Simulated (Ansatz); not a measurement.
**Bands, cutoff and cost in G0W0 for Cs2AgSbBr6 (Fm-3m)**

Wanted: a G0W0 gap for Cs2AgSbBr6 (Fm-3m) that is converged in bands and cutoff, or an estimate of the limit.

Calculated with Ansatz 0.2.0; G0W0 on r2SCAN, plane waves, PAW.

In doubt: one-shot GW on d or f shells is unsure (steps 2, 3, 4, 5), so the values of those runs are not to be relied on.

## 1. The starting structure

The structure is cubic, space group Fm-3m (No. 225). The conventional cell has a = 11.379 Å, b = 11.379 Å, c = 11.379 Å, α = 90.00°, β = 90.00°, γ = 90.00°. Nearest to Cs lie 12 Br at 4.02 Å. Nearest to Ag lie 6 Br at 2.86 Å. Nearest to Sb lie 6 Br at 2.83 Å. Br has 1 Sb at 2.83 Å and 1 Ag at 2.86 Å and 4 Cs at 4.02 Å nearest. Farther neighbours and most contacts between anions are not listed.

The cell and positions are those that the Materials Project relaxed with its own functionals (PBE, PBE+U or r2SCAN), kept fixed. Spin-orbit coupling is left out unless a step names it.

## 2. 714 empty bands, screening to 90 eV

G0W0 replaces the xc potential by the self-energy, built once from these orbitals. Only a window of levels is corrected, while the sums run over the empty bands that the input names. This step takes hard PAW files.

input.yaml

```yaml
crystal:
  lattice:
    - [0.0, 5.689253, 5.689253]
    - [5.689253, 0.0, 5.689253]
    - [5.689253, 5.689253, 0.0]
  atoms:
    - { symbol: Cs, position: [0.75, 0.75, 0.75] }
    - { symbol: Cs, position: [0.25, 0.25, 0.25] }
    - { symbol: Ag, position: [0.5, 0.5, 0.5] }
    - { symbol: Sb, position: [0.0, 0.0, 0.0] }
    - { symbol: Br, position: [0.751554, 0.248446, 0.248446] }
    - { symbol: Br, position: [0.248446, 0.248446, 0.751554] }
    - { symbol: Br, position: [0.248446, 0.751554, 0.751554] }
    - { symbol: Br, position: [0.248446, 0.751554, 0.248446] }
    - { symbol: Br, position: [0.751554, 0.248446, 0.751554] }
    - { symbol: Br, position: [0.751554, 0.751554, 0.248446] }
kpoints:
  mp_grid: { grid: [4, 4, 4] }
hamiltonian:
  xc: r2scan
  pseudopotentials: { kind: paw, source: ansatz }
scf:
  occupations: { method: fixed }
gw:
  n_empty_bands: 714
  ecut_chi: 90.0
  qp_bands: [v3, c3]
  qp_kpoints: band_edges
  screening: { model: contour_deformation }
```

Launch:

```
$ ansatz run input.yaml --threads 16 --pin off --max-ram 82944MiB --backend cuda --events-out ev --progress --plain --runs-dir out --devices 1 --max-vram 78GiB
```

Numbers of over 12 decimals in the logs are rounded to 6 here.

Log:

```text
GPUs: using 1 of 1 available (devices: 1).
Engine: ansatz 0.2.0, aarch64-unknown-linux-gnu
Pseudopotentials: kind: paw
Pseudopotential: Cs, paw, valence charge 9, recommended cutoff 520 eV (normal), Cs.paw.azcp
Pseudopotential: Ag, paw, valence charge 19, recommended cutoff 680 eV (meta_gga), Ag.paw.azcp
Pseudopotential: Sb, paw, valence charge 21, recommended cutoff 460 eV (normal), Sb.paw.azcp
Pseudopotential: Br, paw, valence charge 17, recommended cutoff 680 eV (normal), Br.paw.azcp
Functional definition: r2SCAN
  parameter k0 = 0.174
  parameter k1 = 0.065
  parameter a1 = 4.9479
  exchange = r2scan_x(k0 = k0, k1 = k1, a1 = a1)
  correlation = r2scan_c
[...]
Crystal: 10 atoms, lattice volume = 368.295 Å³
Basis set: ecut = 680 eV, 14841 PW (Γ), exchange–correlation on 288×288×288 points (64 copies of the dense FFT grid, shifted against one another)
Bands: 96, of which v1, the nominal top of the filled ones, is band 80 counted from 1 (79 counted from 0)
Symmetry: 48 space group operations
Space group: Fm-3m (ITA 225), of the structure as read, at distance tolerance 7.2e-5 Å
k-points: 8 of 64
Non-local potential: Cs, projectors of the file, l = 0: 3, l = 1: 2, l = 2: 2, l = 3: 3
Non-local potential: Ag, projectors of the file, l = 0: 3, l = 1: 2, l = 2: 2, l = 3: 2
Non-local potential: Sb, projectors of the file, l = 0: 2, l = 1: 4, l = 2: 3, l = 3: 2
Non-local potential: Br, projectors of the file, l = 0: 2, l = 1: 2, l = 2: 3, l = 3: 1
PAW form: soft (Blöchl's): semilocal exchange-correlation on the pseudo side does not see the compensation charge
PAW frozen core: Cs, regenerated for the run's functional (the file was generated under x = pbe(κ = 0.804, μ = 0.219515), c = pbe(β = 0.066725))
PAW frozen core: Ag, regenerated for the run's functional (the file was generated under x = pbe(κ = 0.804, μ = 0.219515), c = pbe(β = 0.066725))
PAW frozen core: Sb, regenerated for the run's functional (the file was generated under x = pbe(κ = 0.804, μ = 0.219515), c = pbe(β = 0.066725))
PAW frozen core: Br, regenerated for the run's functional (the file was generated under x = pbe(κ = 0.804, μ = 0.219515), c = pbe(β = 0.066725))
PAW one-centre angular grid: Cs, 302 points (default); XC on 160 Gauss nodes
PAW one-centre angular grid: Ag, 590 points (default); XC on 160 Gauss nodes
PAW one-centre angular grid: Sb, 590 points (default); XC on 224 Gauss nodes
[...]
Initial density: superposition of atomic densities (chi_scale 0.1, normalization cell, long waves kept (reshape's long-wave potential 0.00 eV rms))
Initial wavefunctions: pseudopotential atomic-orbital guess
[...]
Functional: x = r2scan, c = r2scan; τ floored in thin density (d = 2e-4 eV/Å³)
SCF iter   1: F=—  HF=-65210.956428 eV  |F-HF|=—  |Δ(HF+E_count)|=         —  Δρ=4.87e-2  dr2=1.44e1  dr2_τ=1.91e-1  ethr=3.10e-3  ⟨swp⟩=8.8  Hψ=2908  notcnv=0  defer=109
preconditioner: auto → Resta (q_TF=auto, 2.374 Å⁻¹)  ε∞=3.1  [insulator: Δε(μ)=0.654 eV  Ē_g=11.422 eV  n_scr=64 (ndim 8)  ℏωp=16.4 eV  f_vac=0.114  ε∞_Penn≈3.1]
SCF iter   2: F=—  HF=-65206.063680 eV  |F-HF|=—  |Δ(HF+E_count)|=    4.89e0  Δρ=1.65e-2  dr2=2.05e0  dr2_τ=1.81e-1  ethr=3.10e-3  ⟨swp⟩=5.1  Hψ=1877  notcnv=0  defer=107
SCF iter   3: F=—  HF=-65205.089077 eV  |F-HF|=—  |Δ(HF+E_count)|=   9.75e-1  Δρ=7.30e-3  dr2=4.39e-1  dr2_τ=3.70e-2  ethr=1.28e-3  ⟨swp⟩=4.0  Hψ=1484  notcnv=0  defer=108
SCF iter   4: F=—  HF=-65204.935195 eV  |F-HF|=—  |Δ(HF+E_count)|=   1.54e-1  Δρ=2.76e-3  dr2=5.50e-2  dr2_τ=3.94e-3  ethr=2.74e-4  ⟨swp⟩=6.0  Hψ=2027  notcnv=0  defer=108
SCF iter   5: F=—  HF=-65204.930424 eV  |F-HF|=—  |Δ(HF+E_count)|=   4.77e-3  Δρ=1.43e-3  dr2=1.27e-2  dr2_τ=5.36e-4  ethr=3.44e-5  ⟨swp⟩=5.0  Hψ=1504  notcnv=0  defer=109
SCF iter   6: F=—  HF=-65204.930211 eV  |F-HF|=—  |Δ(HF+E_count)|=   2.14e-4  Δρ=2.82e-4  dr2=3.82e-4  dr2_τ=2.78e-5  ethr=7.92e-6  ⟨swp⟩=5.0  Hψ=1548  notcnv=0  defer=108
[...]
SCF iter   8: F=—  HF=-65204.930681 eV  |F-HF|=—  |Δ(HF+E_count)|=   2.80e-5  Δρ=3.56e-5  dr2=5.30e-6  dr2_τ=2.30e-7  ethr=6.00e-8  ⟨swp⟩=4.0  Hψ=1840  notcnv=0  defer=108
[...]
SCF 1 converged in 10 iterations: F = -65204.930687 eV  dr2 = 1.81e-8
[...]
SCF converged after 10 iterations
[...]
--- G₀W₀: contour deformation, 7 samples at zero and on the imaginary axis and 2 off it, 64 q-points, 714 empty bands' worth ---
  eigenvalues of the whole cell's RPA ε∞ on this k-mesh (on a slab, of 1 + 4πα/V) = 4.4200, 4.4200, 4.4200; static W/v taken at q = 0 is 0.226244
  bands read: the sum over 794 bands ends inside a degenerate multiplet in 1 slot, whose members it reads at an even weight; the widest, k=2: bands 794 to 795 (counted from 1) at 1/2 each
  gw.qp_kpoints: band_edges: 8 of 8 stored k-points solved, in 1 pass; an edge of the gap read off the rows below is read off those points alone
    ik  band        ε_KS         Σx   Σc(E_QP)       V_xc       Z   E_QP_lin       E_QP  E_QP is
     0    78      3.6432   -19.7844     2.6551   -16.4093  0.7500     2.9081     2.9232  root
     0    79      4.0140   -26.4567     3.1112   -22.9639  0.7416     3.6287     3.6326  root
     0    80      4.0140   -26.4567     3.1112   -22.9639  0.7416     3.6287     3.6326  root
     0    81      7.3288    -9.6162    -3.2857   -13.3358  0.7767     7.7668     7.7627  root
     0    82      7.3288    -9.6162    -3.2857   -13.3358  0.7767     7.7668     7.7627  root
     0    83      7.3288    -9.6162    -3.2857   -13.3358  0.7767     7.7668     7.7627  root
     1    78      3.5505   -19.6734     2.6800   -16.2640  0.7485     2.8051     2.8211  root
     1    79      3.7080   -23.9589     3.0156   -20.4259  0.7398     3.1826     3.1906  root
     1    80      3.7080   -23.9589     3.0156   -20.4259  0.7398     3.1826     3.1906  root
     1    81      6.8228    -9.8256    -3.2048   -13.4329  0.7827     7.2282     7.2253  root
     1    82      7.9160   -11.0173    -3.3083   -14.8205  0.7606     8.4178     8.4109  root
     1    83      7.9160   -11.0173    -3.3083   -14.8205  0.7606     8.4178     8.4109  root
     2    78      3.5600   -22.6977     3.0086   -19.0927  0.7387     2.9523     2.9637  root
     2    79      3.5600   -22.6977     3.0086   -19.0927  0.7387     2.9523     2.9637  root
     2    80      3.9356   -18.1890     1.3859   -16.3719  0.7577     3.4992     3.5043  root
     2    81      6.2907    -9.6300    -3.1817   -13.1825  0.7879     6.6637     6.6616  root
     2    82      8.5038   -12.1376    -3.4820   -16.1719  0.7361     9.0669     9.0560  root
     2    83      8.5038   -12.1376    -3.4820   -16.1719  0.7361     9.0669     9.0560  root
     3    78      3.6361   -19.7641     2.6564   -16.3868  0.7499     2.9001     2.9153  root
     3    79      4.0113   -21.0171     1.9731   -18.6131  0.7512     3.5754     3.5804  root
     3    80      4.0118   -26.4680     3.1195   -22.9663  0.7411     3.6258     3.6296  root
     3    81      7.5406   -10.0383    -3.3282   -13.8245  0.7707     8.0038     7.9986  root
     3    82      7.5406   -10.0383    -3.3282   -13.8245  0.7707     8.0038     7.9986  root
     3    83      7.6628   -11.6146    -3.2031   -15.2989  0.7666     8.1505     8.1440  root
[...]
6    82      7.7229   -10.2889    -3.3858   -14.1539  0.7657     8.2082     8.2021  root
     6    83      8.0175   -10.6741    -3.4716   -14.6560  0.7565     8.5355     8.5278  root
     7    78      3.4118   -19.9810     2.7870   -16.4590  0.7449     2.6597     2.6768  root
     7    79      3.5215   -24.5299     3.1735   -20.8455  0.7322     3.0020     3.0108  root
     7    80      4.9776   -22.6346     1.7827   -20.5308  0.7641     4.6546     4.6565  root
     7    81      7.5451   -11.1813    -3.2826   -14.9401  0.7688     8.0273     8.0212  root
     7    82      7.8825   -10.5537    -3.4258   -14.4759  0.7603     8.3857     8.3789  root
     7    83      7.8825   -10.5537    -3.4258   -14.4759  0.7603     8.3857     8.3789  root
```

The job ended after 41 s (1 × NVIDIA GB200 (shared by 2 runs) with 16 threads of Arm Neoverse V2, shared host; peak memory 6.8 GiB).

Reading the cycles: dr2 is the Hartree energy of the density residual (eV), the measure of convergence; HF is the Harris–Foulkes estimate of the energy, which meets the free energy F at convergence.

Numbers from this step:

- bands summed: 794
- RPA ε∞ on this mesh (eigenvalues): 4.420, 4.420, 4.420
- plane waves in the screening matrix: 725
- q-points in the mesh: 64
- G0W0 gap on the mesh: 1.884 eV
- k of the valence top: 0, -0.5, -0.5
- k of the conduction bottom: 0, 0, -0.5
- starting gap on the mesh: 1.205 eV
- Z at the valence top: 0.7651
- Z at the conduction bottom: 0.7879
- least direct G0W0 gap on the computed points: 3.116 eV

The gap on the mesh goes from 1.20 eV to 1.88 eV, a correction of +0.68 eV. Between the two edge states, bare exchange in place of the xc potential would open the gap by 5.61 eV, and correlation takes back 4.94 eV.

## 3. 1536 empty bands, screening to 150 eV

Bands and screening cutoff are moved together, since each hides the error of the other.

input.yaml: that of step 2 with these lines changed.

```diff
@@ -24,4 +24,4 @@
 gw:
-  n_empty_bands: 714
-  ecut_chi: 90.0
+  n_empty_bands: 1536
+  ecut_chi: 150.0
   qp_bands: [v3, c3]
```

Log:

```text
GPUs: using 1 of 1 available (devices: 1).
[...]
Crystal: 10 atoms, lattice volume = 368.295 Å³
Basis set: ecut = 680 eV, 14841 PW (Γ), exchange–correlation on 288×288×288 points (64 copies of the dense FFT grid, shifted against one another)
Bands: 96, of which v1, the nominal top of the filled ones, is band 80 counted from 1 (79 counted from 0)
[... 1 set-up line as in the run before ...]
[...]
k-points: 8 of 64
[...]
SCF iter   1: F=—  HF=-65210.956428 eV  |F-HF|=—  |Δ(HF+E_count)|=         —  Δρ=4.87e-2  dr2=1.44e1  dr2_τ=1.91e-1  ethr=3.10e-3  ⟨swp⟩=8.8  Hψ=2908  notcnv=0  defer=109
[...]
SCF iter   6: F=—  HF=-65204.930211 eV  |F-HF|=—  |Δ(HF+E_count)|=   2.14e-4  Δρ=2.82e-4  dr2=3.82e-4  dr2_τ=2.78e-5  ethr=7.92e-6  ⟨swp⟩=5.0  Hψ=1548  notcnv=0  defer=108
[...]
SCF iter   8: F=—  HF=-65204.930681 eV  |F-HF|=—  |Δ(HF+E_count)|=   2.80e-5  Δρ=3.56e-5  dr2=5.30e-6  dr2_τ=2.30e-7  ethr=6.00e-8  ⟨swp⟩=4.0  Hψ=1840  notcnv=0  defer=108
[...]
SCF 1 converged in 10 iterations: F = -65204.930687 eV  dr2 = 1.81e-8
[...]
SCF converged after 10 iterations
[...]
0    78      3.6432   -19.7844     2.4310   -16.4093  0.7488     2.6716     2.6991  root
     0    79      4.0140   -26.4567     2.9017   -22.9639  0.7393     3.4133     3.4231  root
     0    80      4.0140   -26.4567     2.9017   -22.9639  0.7393     3.4133     3.4231  root
     0    81      7.3288    -9.6162    -3.4492   -13.3358  0.7759     7.6007     7.5992  root
     0    82      7.3288    -9.6162    -3.4492   -13.3358  0.7759     7.6007     7.5992  root
     0    83      7.3288    -9.6162    -3.4492   -13.3358  0.7759     7.6007     7.5992  root
     1    78      3.5505   -19.6734     2.4602   -16.2640  0.7473     2.5724     2.6012  root
     1    79      3.7080   -23.9589     2.8092   -20.4259  0.7380     2.9677     2.9842  root
[...]
7    80      4.9776   -22.6346     1.5374   -20.5308  0.7620     4.4049     4.4112  root
     7    81      7.5451   -11.1813    -3.4700   -14.9401  0.7678     7.8358     7.8338  root
     7    82      7.8825   -10.5537    -3.6110   -14.4759  0.7593     8.1963     8.1938  root
     7    83      7.8825   -10.5537    -3.6110   -14.4759  0.7593     8.1963     8.1938  root
```

The job ended after 1.8 min (1 × NVIDIA GB200 (shared by 2 runs) with 16 threads; peak memory 11 GiB; 4.3 min of CPU time).

This step gave:

```
bands summed                                 : 1616
RPA ε∞ on this mesh (eigenvalues)            : 4.411, 4.411, 4.411
plane waves in the screening matrix          : 1471
q-points in the mesh                         : 64
G0W0 gap on the mesh                         : 1.973 eV
k of the valence top                         : 0, -0.5, -0.5
k of the conduction bottom                   : 0, 0, -0.5
starting gap on the mesh                     : 1.205 eV
Z at the valence top                         : 0.7629
Z at the conduction bottom                   : 0.7872
least direct G0W0 gap on the computed points : 3.177 eV
```

Against the run with 4×4×4 mesh, 714 empty bands, screening to 90 eV, hard PAW files, the gap moves by +0.09 eV.

## 4. 2917 empty bands, screening to 230 eV

input.yaml: that of step 3 with these lines changed.

```diff
@@ -24,4 +24,4 @@
 gw:
-  n_empty_bands: 1536
-  ecut_chi: 150.0
+  n_empty_bands: 2917
+  ecut_chi: 230.0
   qp_bands: [v3, c3]
```

Log:

```text
GPUs: using 1 of 1 available (devices: 1).
[...]
Crystal: 10 atoms, lattice volume = 368.295 Å³
Basis set: ecut = 680 eV, 14841 PW (Γ), exchange–correlation on 288×288×288 points (64 copies of the dense FFT grid, shifted against one another)
Bands: 96, of which v1, the nominal top of the filled ones, is band 80 counted from 1 (79 counted from 0)
[... 1 set-up line as in the run before ...]
[...]
k-points: 8 of 64
[...]
1    78      3.5505   -19.6734     2.3380   -16.2640  0.7471     2.4409     2.4790  root
     1    79      3.7080   -23.9589     2.6924   -20.4259  0.7374     2.8444     2.8673  root
[...]
7    80      4.9776   -22.6346     1.3992   -20.5308  0.7614     4.2629     4.2731  root
     7    81      7.5451   -11.1813    -3.5655   -14.9401  0.7675     7.7392     7.7383  root
     7    82      7.8825   -10.5537    -3.7055   -14.4759  0.7592     8.1005     8.0992  root
     7    83      7.8825   -10.5537    -3.7055   -14.4759  0.7592     8.1005     8.0992  root
[key lines of the parts left out:]
SCF converged after 10 iterations
```

Elapsed: 4.1 min, on 1 × NVIDIA GB200 (shared by 2 runs) with 16 threads; peak memory 22 GiB; 9.8 min of CPU time.

This step gave:

```yaml
bands_summed: 2997
rpa_eps_infinity_on_this_mesh_eigenvalues: 4.408, 4.408, 4.408
plane_waves_in_the_screening_matrix: 2891
g0w0_gap_on_the_mesh: 2.036 eV
k_of_the_valence_top: 0, -0.5, -0.5
k_of_the_conduction_bottom: 0, 0, -0.5
starting_gap_on_the_mesh: 1.205 eV
least_direct_g0w0_gap_on_the_computed_points: 3.223 eV
```

Against the run with 4×4×4 mesh, 1536 empty bands, screening to 150 eV, hard PAW files, the gap moves by +0.06 eV.

## 5. 5242 empty bands, screening to 340 eV

input.yaml: that of step 4 with these lines changed.

```diff
@@ -24,4 +24,4 @@
 gw:
-  n_empty_bands: 2917
-  ecut_chi: 230.0
+  n_empty_bands: 5242
+  ecut_chi: 340.0
   qp_bands: [v3, c3]
```

Log:

```text
GPUs: using 1 of 1 available (devices: 1).
[...]
Crystal: 10 atoms, lattice volume = 368.295 Å³
Basis set: ecut = 680 eV, 14841 PW (Γ), exchange–correlation on 288×288×288 points (64 copies of the dense FFT grid, shifted against one another)
Bands: 96, of which v1, the nominal top of the filled ones, is band 80 counted from 1 (79 counted from 0)
[... 1 set-up line as in the run before ...]
[...]
k-points: 8 of 64
[...]
1    78      3.5505   -19.6734     2.2586   -16.2640  0.7470     2.3545     2.3996  root
     1    79      3.7080   -23.9589     2.6092   -20.4259  0.7370     2.7557     2.7841  root
[...]
7    80      4.9776   -22.6346     1.3076   -20.5308  0.7610     4.1682     4.1815  root
     7    81      7.5451   -11.1813    -3.6245   -14.9401  0.7674     7.6797     7.6793  root
     7    82      7.8825   -10.5537    -3.7642   -14.4759  0.7591     8.0413     8.0406  root
     7    83      7.8825   -10.5537    -3.7642   -14.4759  0.7591     8.0413     8.0406  root
[key lines of the parts left out:]
SCF converged after 10 iterations
```

Run time: 15 min. Hardware: 1 × NVIDIA GB200 (shared by 2 runs) with 16 threads; peak memory 30 GiB; 21 min of CPU time.

Numbers from this step:

| Quantity | Value |
| --- | --- |
| bands summed | 5322 |
| RPA ε∞ on this mesh (eigenvalues) | 4.407, 4.407, 4.407 |
| plane waves in the screening matrix | 5209 |
| G0W0 gap on the mesh | 2.083 eV |
| k of the valence top | 0, -0.5, -0.5 |
| k of the conduction bottom | 0, 0, -0.5 |
| starting gap on the mesh | 1.205 eV |
| least direct G0W0 gap on the computed points | 3.256 eV |

Against the run with 4×4×4 mesh, 2917 empty bands, screening to 230 eV, hard PAW files, the gap moves by +0.05 eV.

## 6. Side by side

Times are wall times on 1 × NVIDIA GB200 (shared by 2 runs) with 16 threads of Arm Neoverse V2, shared host, good to a factor of about two.

| mesh | files | frequency | bands summed | cutoff (eV) | start (eV) | G0W0 (eV) | time | host memory (GiB) |
| --- | --- | --- | --- | --- | --- | --- | --- | --- |
| 4×4×4 | hard PAW | contour deformation | 794 | 90 | 1.205 | 1.884 | 41 s | 6.8 |
| 4×4×4 | hard PAW | contour deformation | 1616 | 150 | 1.205 | 1.973 | 1.8 min | 11 |
| 4×4×4 | hard PAW | contour deformation | 2997 | 230 | 1.205 | 2.036 | 4.1 min | 22 |
| 4×4×4 | hard PAW | contour deformation | 5322 | 340 | 1.205 | 2.083 | 15 min | 30 |

How the two edges are built up, in eV (the quasiparticle level is the starting level plus Σx plus Σc less Vxc):

| run | edge | start | Σx | Σc | Vxc | Z | QP |
| --- | --- | --- | --- | --- | --- | --- | --- |
| 794 bands | valence top | 5.09 | -22.79 | 1.75 | -20.73 | 0.77 | 4.78 |
| 794 bands | conduction bottom | 6.29 | -9.63 | -3.18 | -13.18 | 0.79 | 6.66 |
| 1616 bands | valence top | 5.09 | -22.79 | 1.51 | -20.73 | 0.76 | 4.53 |
| 1616 bands | conduction bottom | 6.29 | -9.63 | -3.34 | -13.18 | 0.79 | 6.50 |
| 2997 bands | valence top | 5.09 | -22.79 | 1.37 | -20.73 | 0.76 | 4.39 |
| 2997 bands | conduction bottom | 6.29 | -9.63 | -3.42 | -13.18 | 0.79 | 6.43 |
| 5322 bands | valence top | 5.09 | -22.79 | 1.27 | -20.73 | 0.76 | 4.30 |
| 5322 bands | conduction bottom | 6.29 | -9.63 | -3.46 | -13.18 | 0.79 | 6.38 |

## 7. Summary of results

```json
{
 "794 bands, 90 eV": "1.884 eV",
 "1616 bands, 150 eV": "1.973 eV",
 "2997 bands, 230 eV": "2.036 eV",
 "5322 bands, 340 eV": "2.083 eV",
 "estimated limit in bands and cutoff": "2.14 eV",
 "mesh and start": "4×4×4, r2SCAN"
}
```

What this shows: A line in one over the bands through the two highest rungs gives 2.14 eV, +0.06 eV from the top rung; the pair below gives 2.11 eV, so the estimate is still climbing. The rungs stand 0.26 eV (794 bands), 0.17 eV (1616 bands), 0.11 eV (2997 bands) and 0.06 eV (5322 bands) from it. From 794 to 5322 bands the gap moves by +0.20 eV while the time grows 22-fold. Σc changes by −0.48 eV at the valence top and −0.28 eV at the conduction bottom, so the levels themselves move more than the gap between them. The cheapest rung within 0.1 eV of this estimate is that with 5322 bands (15 min). Gaps are over the mesh's points; an edge off the mesh would be missed. A d shell, filled or nearly so, lies near the gap. One-shot GW converges very slowly in bands there, not always from below, and on a semilocal start the gap tends to come out low; starts rich in exact exchange can overshoot instead. The many-body steps are scalar-relativistic: spin-orbit coupling is not in them.

[Paths, hosts, dates, memory and timing lines, banners, echoed tables and standing remarks are left out of the program output.]

[Logs are printed without paths, hosts, clocks, repeated set-up lines and the standing remarks that a program may print on its own settings, such as how far it seeks lower states.]

[Runs of the session that timed out or met a known fault of the program may be left out.]

[Cells called generated may have been cut or substituted from an entry of the Crystallography Open Database or the Materials Project.]

[Hosts, paths, dates, database ids (printed as entryN), source tags and the programs' standing remarks are cut or masked in the printed files.]
